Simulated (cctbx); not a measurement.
**What resolution and counting buy: SmBiP4**

Space group P2_1/m (no. 11), a = 4.9570 Å, b = 9.9510 Å, c = 5.7440 Å, α = 90.00°, β = 105.98°, γ = 90.00°.

```csv
atom,mult.,x,y,z,Ueq (Å²)
Bi1,2,0.7815,3/4,0.4215,0.0051
Sm1,2,0.5299,3/4,0.8812,0.0051
P1,4,0.8798,0.4095,0.5300,0.0071
P2,4,0.7930,0.4588,0.8922,0.0091
```

This is a model crystal, built by substitution and not relaxed, with assumed displacement parameters.

Five simulated data sets (cctbx; Ag Kα, λ = 0.56087 Å; 4 % proportional error) differ in resolution or exposure (noise floor 8 counts in the first three, 8 in the last two). Each is refined with the right model, isotropic at 1.1 Å and anisotropic otherwise. How do the figures of merit and the uncertainties move?

| d min (Å) | top counts | ⟨I/σ⟩ (unmerged, absences included) | unique | param. (scale apart) | Rint | R1 | GooF | largest s.u. xyz (fractional) | s.u. U of P1 (Å²) | largest error (Å) |
| --- | --- | --- | --- | --- | --- | --- | --- | --- | --- | --- |
| 1.1 | 40000 | 20.0 | 230 | 14 | 0.029 | 0.0105 | 1.03 | 0.00030 | 0.0004 | 0.0029 |
| 0.84 | 40000 | 19.3 | 510 | 30 | 0.029 | 0.0105 | 0.98 | 0.00018 | 0.0004 | 0.0022 |
| 0.6 | 40000 | 17.8 | 1383 | 30 | 0.030 | 0.0108 | 0.94 | 0.00009 | 0.0001 | 0.0007 |
| 0.75 | 300 | 2.7 | 721 | 30 | 0.194 | 0.0544 | 0.92 | 0.00161 | 0.0030 | 0.0270 |
| 0.75 | 3000 | 9.8 | 721 | 30 | 0.048 | 0.0191 | 0.92 | 0.00036 | 0.0007 | 0.0053 |

The number of reflections grows roughly as 1/d³: 230, 510 and 1383 here. R1 follows the noise rather than the truth: at 300 counts it is 0.0544, at 3000 counts 0.0191, while GooF is 0.92 and 0.92: the weights 1/σ² carry the noise. The s.u. of U (U11 where anisotropic) for P1 goes 0.0004, 0.0004, 0.0001 Å² with resolution and 0.0030, 0.0007 Å² with exposure.

Hardware for the 0.6 Å refinement: 0.47 s on 1 thread of Arm Neoverse V2 (shared host), peak memory 0.09 GiB.

[Logs are printed without paths, hosts, clocks, repeated set-up lines and the standing remarks that a program may print on its own settings, such as how far it seeks lower states.]
